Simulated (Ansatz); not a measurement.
# Where B_Si puts its levels in the gap of SiC (P6_3mc)

Charge states of B_Si in SiC (P6_3mc), set against the band edges. Model: a cell of 108 host atoms with 1 Si taken out and 1 B put in.

Program: Ansatz 0.2.0. Level of theory: place-levels on r2SCAN runs: charge-transition levels and formation energies with image-charge correction and potential alignment at the atomic sites; PAW set soft_1. Results are calculated unless marked as measured.

The experiments to compare with:

“Charge spill-out and work function of few-layer graphene on SiC(0001)” (2018, arxiv:1806.04908) quotes from earlier work for SiC, 6H (bulk crystal, literature): band gap (indirect gap, experimental literature value) 3.03 eV [Literature value cited in passing in the theory part; temperature and measurement method …].

This is a report of a sequence of runs, with most program output left out.

### Step 1. Set-up

The cell holds 108 atoms: 53 Si, 54 C and 1 B. Cell: a = 9.236 Å, b = 9.236 Å, c = 15.108 Å, α = 90.0°, β = 90.0°, γ = 120.0°. It derives from SiC (space group P6_3mc). Nearest the centre at fractional (0.667, 0.667, 0.500): B101 at 0.00 Å, C71 at 1.89 Å, C107 at 1.89 Å, C59 at 1.89 Å, C104 at 1.89 Å, Si77 at 3.08 Å, Si53 at 3.08 Å, Si5 at 3.08 Å.

Screening for the image-charge correction: ε∞ = (7.09, 7.09, 7.35), ε0 = (10.43, 10.43, 10.95), computed on the host (DFPT, PBEsol, on the r2SCAN cell), and a cell off the functional's own equilibrium shifts the ionic part.

The cell's shortest repeat is 9.2 Å.

### Step 2. Charge states

Levels follow from differences of total energies between charge states, each relaxed by itself.

Each atom starts 0.05 Å or so off its site in a random direction: a symmetric start keeps its symmetry, and would miss off-centre moves and Jahn–Teller distortions. Forces are taken at one point at (¼, ¼, ¼). The cell holds 1 electron more than the neutral one, with a uniform background that keeps it neutral on the whole.

The sampling was tested on the host first: at the k-points planned (1x1x1 shifted 0.25 0.25 0.25) its energy lies -0.041 eV an atom from the dense-mesh value, a large miss, so this sampling is coarse for the host.

One of the inputs; charge, spin and start change from state to state.

Contents of qm1.relax/input.yaml:

```yaml
crystal:
  lattice:
    - [3.07866498, 0.0, 0.0]
    - [-1.53933249, 2.66620208, 0.0]
    - [0.0, 0.0, 15.1078644]
  atoms:
    - { symbol: Si, position: [0.33333333, 0.66666667, 0.8329854] }
    - { symbol: Si, position: [0.66666667, 0.33333333, 0.3329854] }
    - { symbol: Si, position: [0.66666667, 0.33333333, 0.66650102] }
    - { symbol: Si, position: [0.33333333, 0.66666667, 0.16650102] }
    - { symbol: Si, position: [0.0, 0.0, 0.49972248] }
    - { symbol: Si, position: [0.0, 0.0, 0.99972248] }
    - { symbol: C, position: [0.0, 0.0, 0.87436694] }
    - { symbol: C, position: [0.0, 0.0, 0.37436694] }
    - { symbol: C, position: [0.33333333, 0.66666667, 0.70799668] }
    - { symbol: C, position: [0.66666667, 0.33333333, 0.20799668] }
    - { symbol: C, position: [0.66666667, 0.33333333, 0.54152848] }
    - { symbol: C, position: [0.33333333, 0.66666667, 0.04152848] }
  supercell: [3, 3, 1]
  defects: [{ substitution: { at: 100, symbol: B } }]
total_charge: -1
basis:
  ecutwfc: 500
  xc_grid: 2
hamiltonian:
  xc: r2scan
  pseudopotentials: { kind: paw, azcp: { folder: soft_1 } }
kpoints:
  mp_grid: { grid: [1, 1, 1], shift: [0.25, 0.25, 0.25] }
scf:
  occupations: { method: fixed }
  max_iter: 100
output:
  forces: true
  charged_corrections:
    epsilon: [7.09, 7.09, 7.35]
    static_epsilon: [10.43, 10.43, 10.95]
relax:
  f_tol: 0.02
  max_steps: 80
  random_displacement: { amplitude: 0.05, seed: 1655 }
checkpoint:
  write: "../qm1.relax.run"
  compress: false
  write_wavefunctions: true
  write_every: 100000
```

Run with:

```
> ansatz run input.yaml --threads 4 --pin off --max-ram 15073MiB --backend cpu --events-out ev --progress --plain --runs-dir out
```

Defect states can disperse in a cell of this size, so the energy is taken again at a 2×2×2 shifted mesh, on the relaxed structure.

The run of this state that the levels use, under r2SCAN:

Contents of qm1.point/input.yaml:

```yaml
crystal:
  checkpoint: "../qm1.relax.run"
  host: checkpoint
total_charge: -1
basis:
  ecutwfc: 500
  xc_grid: 2
hamiltonian:
  xc: r2scan
  pseudopotentials: { kind: paw, azcp: { folder: soft_1 } }
kpoints:
  mp_grid: { grid: [2, 2, 2], shift: [0.5, 0.5, 0.5] }
scf:
  occupations: { method: fermi_dirac, width: 0.01 }
  max_iter: 100
output:
  forces: true
  eigenvalues: true
  charged_corrections:
    epsilon: [7.09, 7.09, 7.35]
    static_epsilon: [10.43, 10.43, 10.95]
    defect_position: [0.666667, 0.666667, 0.499722]
  eigenstates: { localisation: true }
  populations: true
  band_densities: [{ bands: [v1, v1] }, { bands: [c1, c1] }]
  write_density: true
  write_potential: true
  volumetric_format: npy
  elf: true
checkpoint:
  read: "../qm1.relax.run"
  write: "../qm1.point.run"
  compress: false
  write_wavefunctions: false
  write_every: 100000
```

Relaxations under r2SCAN at one point at (¼, ¼, ¼); times on 4 threads of Arm Neoverse V2, shared host:

| charge | moment (μB) | occupations | outcome | steps | largest displacement against the far atoms (Å) | time |
| --- | --- | --- | --- | --- | --- | --- |
| −1 | 0 | fixed | converged | 6 | 0.12 | 2.5 min |
| 0 | 1 | fixed | converged | 8 | 0.13 | 8 min |
| +1 | 0 | fixed | converged | 16 | 0.33 | 6 min |
| +1 | 2 | fixed | converged | 7 | 0.14 | 6.8 min |

Single points under r2SCAN at a 2×2×2 shifted mesh; times on 4 threads of Arm Neoverse V2, shared host:

```
charge  moment (μB)  occupations    outcome     time
    −1            0  fermi-dirac  converged  2.7 min
     0            1  fermi-dirac  converged  7.1 min
    +1            0  fermi-dirac  converged  2.9 min
    +1            2  fermi-dirac  converged  6.7 min
```

Distances (Å) from B101 to the nearest atoms after relaxation with r2SCAN:

```csv
charge,moment (μB),1.,2.,3.,4.,5.,6.
−1,0,C 1.77,C 1.77,C 1.77,C 1.78,Si 3.03,Si 3.03
0,1,C 1.73,C 1.74,C 1.75,C 1.87,Si 2.99,Si 2.99
+1,0,C 1.66,C 1.66,C 1.66,C 2.40,Si 2.79,Si 2.79
+1,2,C 1.72,C 1.75,C 1.76,C 1.84,Si 3.00,Si 3.01
```

### Step 3. Levels against the band edges, r2SCAN

A charged cell interacts with its images and the background, and its potential has another zero than the host's. place-levels removes the first by a point-charge model, screened by the static dielectric constant since the ions have relaxed around the charge, and the second by comparing potentials at atoms far from the defect.

The host is a run of the defect-free crystal in the same cutoffs, grids and k-points, so that basis and sampling errors cancel in part in the differences. The host is run in a cell of 12 atoms on a matching mesh. Its band edges are searched through the zone by a band path, so the gap is smaller than, or equal to, that on the mesh. Chemical potentials are energies per atom of Si (diamond) and B (alpha-rhombohedral (B12)), run with the same functional and cutoff.

Contents of levels.point.yaml:

```yaml
host:
  run: host.point.run
states: [qm1.point.run, q0_M1.point.run, qp1.point.run, qp1_M2.point.run]
geometry_from:
  qm1.point.run: qm1.relax.run
  q0_M1.point.run: q0_M1.relax.run
  qp1.point.run: qp1.relax.run
  qp1_M2.point.run: qp1_M2.relax.run
  host.point.run: host.relax.run
chemical_potentials:
  Si:
    energy: -639.06578
    dataset: <sha256 of the dataset>
  B:
    energy: -156.554104
    dataset: <sha256 of the dataset>
epsilon: [7.09, 7.09, 7.35]
static_epsilon: [10.43, 10.43, 10.95]
vertical:
  - { from: qm1.point.run, to: qm1.point_neutral.run }
  - { from: qp1.point.run, to: qp1.point_neutral.run }
  - { from: qp1_M2.point.run, to: qp1_M2.point_neutral.run }
```

Run with:

```
> ansatz place-levels levels.point.yaml -- --threads 4 --pin off --max-ram 15073MiB
```

The job ended after 0.52 s (4 threads of Arm Neoverse V2, shared host).

Levels between the charges placed, in eV above the valence top:

```
        gap (eV)  (+1/0)  (0/−1)
r2SCAN      2.37    0.00    0.07
```

Corrections by state:

```
charge  moment (μB)  image terms and alignment (eV)  band filling (eV)                                  ε used  over the lowest of its charge, as the program ranks them, band filling apart (eV)
    +1          2.0                          -0.068             -0.220  principal values (10.43, 10.43, 10.95)                                                                              0.000
     0          1.0                           0.000                  -                                       -                                                                              0.000
    −1          0.0                           0.258                  -  principal values (10.43, 10.43, 10.95)                                                                              0.000
    +1          0.0                          -0.001                  -  principal values (10.43, 10.43, 10.95)                                                                              0.103
```

The charged structures listed were also run neutral, and place-levels reads from each pair, by the potential or the spins, how wide the charge is by which they differ; that can be the carrier of either run.

| charge | rms radius (Å) | spread where it is widest against the cell (Å) | wide from (Å) | reading |
| --- | --- | --- | --- | --- |
| +1 | 6.2 | 5.11 | 2.62 | wide |
| −1 | 5.2 | 2.79 | 1.39 | wide |

The neutral runs of these pairs need not share the spin of the lowest neutral state, and very wide values only mean spread over the cell.

From the program's caveats on the states, each cut to its opening words:

- charge +1 (2 μB): it parts from the run at its places by a charge that spreads by about 5.1 Å along one vector (2.6 Å or more is wide), by its potential at epsilon [7.09, 7.09, [...]
- charge +1 (2 μB): a band-filling correction moves a carrier to the host's band edge, which changes its energy by -0.220 eV
- charge +1 (2 μB): its alignment with the host at atomic sites is doubtful: the mean over the far sites moves by +0.1076 eV from their farther parts to their nearer, more than [...]
- charge +1 (2 μB): the host's ions (past the first shell or, of a walk that freed a part, those that it held) aren't shown at rest: they stand up to 0.049 Å off their sites, 1.53 [...]
- charge +1 (2 μB): its moments are held at its close (magnetization.spin_locking), by a field of 0.087 eV a Bohr magneton, and its energy and levels are of the state that this [...]
- charge +1 (2 μB), 0 (1 μB): flagged: stability check not made
- charge 0 (1 μB): its moments are held at its close (magnetization.spin_locking), by a field of 0.019 eV a Bohr magneton, and its energy and levels are of the state that this [...]
- charge −1: how wide its charge is, is not read beside other atoms or cores, and a band state would take no correction
- charge +1: it parts from the run at its places by a charge that spreads by about 2.1 Å along one vector (1.4 Å or more is wide), by its potential at epsilon [7.09, 7.09, [...]

The host's formation energy from the elements is -0.356 eV per atom; it sets how far the chemical potentials can move.

Limit set by the element alone; other compounds of these elements are not counted. Chemical potentials from the elements' reference states: C 0.00 eV, Si -0.71 eV, B 0.00 eV. Formation energies (C-rich), with the Fermi level at the valence top and at the conduction bottom (gap 2.37 eV):

| charge | at valence top (eV) | at conduction bottom (eV) | correction included (eV) |
| --- | --- | --- | --- |
| +1 | 2.14 | 4.51 | -0.29 |
| 0 | 2.14 | 2.14 | 0.00 |
| −1 | 2.21 | -0.16 | 0.26 |

Fermi level (eV), lowest formation energy (eV) and a bar from the least value:
```
     0.00       2.14 ##############################
     0.22       2.00 ############################
     0.43       1.78 #########################
     0.65       1.57 #######################
     0.86       1.35 ####################
     1.08       1.14 #################
     1.29       0.92 ##############
     1.51       0.70 ###########
     1.72       0.49 ########
     1.94       0.27 ######
     2.15       0.06 ###
     2.37      -0.16
```

Limit set by the element alone; other compounds of these elements are not counted. Chemical potentials from the elements' reference states: Si 0.00 eV, C -0.71 eV, B 0.00 eV. Formation energy by charge state (Si-rich; gap 2.37 eV):

| charge | at valence top (eV) | at conduction bottom (eV) | correction included (eV) |
| --- | --- | --- | --- |
| +1 | 2.85 | 5.22 | -0.29 |
| 0 | 2.85 | 2.85 | 0.00 |
| −1 | 2.92 | 0.56 | 0.26 |

(Fermi level (eV), lowest formation energy (eV)): (0.00, 2.85), (0.22, 2.71), (0.43, 2.49), (0.65, 2.28), (0.86, 2.06), (1.08, 1.85), (1.29, 1.63), (1.51, 1.42), (1.72, 1.20), (1.94, 0.99), (2.15, 0.77), (2.37, 0.56)

### Step 4. The same at the relaxations' own k-points

The relaxations' own energies give the levels at their sampling, for comparison.

Contents of levels.relax_mesh.yaml:

```yaml
host:
  run: host.relax.run
states: [qm1.relax.run, q0_M1.relax.run, qp1.relax.run, qp1_M2.relax.run]
chemical_potentials:
  Si:
    energy: -639.06578
    dataset: <sha256 of the dataset>
  B:
    energy: -156.554104
    dataset: <sha256 of the dataset>
```

Run with:

```
> ansatz place-levels levels.relax_mesh.yaml -- --threads 4 --pin off --max-ram 15073MiB
```

Elapsed: 0.15 s, on 4 threads.

Levels between neighbouring charges, in eV above the valence top:

```csv
,gap (eV),(+1/0),(0/−1)
"one point at (¼, ¼, ¼)",2.38,-0.19,0.01
a 2×2×2 shifted mesh,2.37,0.00,0.07
```

Going from one point at (¼, ¼, ¼) to a 2×2×2 shifted mesh moves the levels that carry no band-filling term by up to 0.06 eV and formation energies against the elements by up to 0.25 eV; band-filling terms, which differ between samplings, are in these energies.

### Step 5. Summary of results

```yaml
gap_of_the_host: 2.37 eV (r2SCAN)
level_plus_1_over_0: 0.00 eV below the valence top (-0.22 eV above the valence top without the band-filling term)
level_0_minus_1: 0.07 eV above the valence top
lowest_of_the_charges_placed_just_above_the_valence_top_0p02_ev: 0
lowest_of_the_charges_placed_just_below_the_conduction_bottom_0p02_ev: −1
lowest_formation_energy_at_mid_gap_of_the_charges_run_c_rich: 1.03 eV
lowest_formation_energy_at_mid_gap_of_the_charges_run_si_rich: 1.74 eV
standing_of_these_levels: doubtful, see below
```

In words: Of the charges placed (−1, 0 and +1), the lowest changes at 0.07 eV (0/−1) above the valence top, in a gap of 2.37 eV. A neutral run at a charged structure lies 0.05 eV below the neutral state placed. Unless it holds a band carrier, charge 0 isn't at its lowest here, and with that energy the steps would read (+1/0) -0.05 eV and (0/−1) 0.12 eV, which can change which charges are lowest. (0/−1) lies nearer to a band edge than the share of the finite-size correction in it (0.26 eV), and that correction holds for a localised charge alone. (0/−1) lies 0.07 eV from a band edge, less than the doubt on such levels. Charges below −1 were not placed, so these runs say nothing of levels that involve them. States placed: +1 at 2 μB and 0 μB; 0 at 1 μB; −1 at 0 μB. Other spin states or structures, where not listed, weren't placed. The program finds carriers beyond a band edge of the host and adds a band-filling term at charge +1 (-0.22 eV); steps to such a charge show no bound level, and a defect level inside a band would be read the same way. B is taken at its element; compounds, which aren't counted here, bound the chemical potentials and would shift these formation energies. Going from one point at (¼, ¼, ¼) to a 2×2×2 shifted mesh moves the levels that carry no band-filling term by up to 0.06 eV and formation energies against the elements by up to 0.25 eV; band-filling terms, which differ between samplings, are in these energies. The program doubts the alignment of potentials for at least one state, a sign that the cell is small. What this leaves open: r2SCAN makes the gap too small and tends to spread out bound carriers; force components of up to 0.54 eV/Å remain in a run at the final settings.

Comparison with the measured values:

| quantity | measured | r2SCAN |
| --- | --- | --- |
| band gap (least gap of the host) (eV) | 3.03 | 2.37 (-0.66 eV) |

Measured values from arxiv:1806.04908 (2018).

How well it matches: The band gap is off by -0.66 eV: a clear miss. Local and semilocal functionals usually give gaps below the measured ones. Zero-point and thermal motion shift the measured gap.

[Logs are printed without paths, hosts, clocks, repeated set-up lines and the standing remarks that a program may print on its own settings, such as how far it seeks lower states.]

[Hosts, paths, dates, database ids (printed as entryN), source tags and the programs' standing remarks are cut or masked in the printed files.]

[Where a table of states has a column of steps, it counts the stored structures, which are thinned; the runs took as many ionic steps or more.]

[A defect's name tells the site on which it was built; relaxed atoms can leave that site.]

[For some hosts the program warned that the k-mesh of the response run may be too coarse for force constants and the static dielectric constant; such warnings are not shown here.]
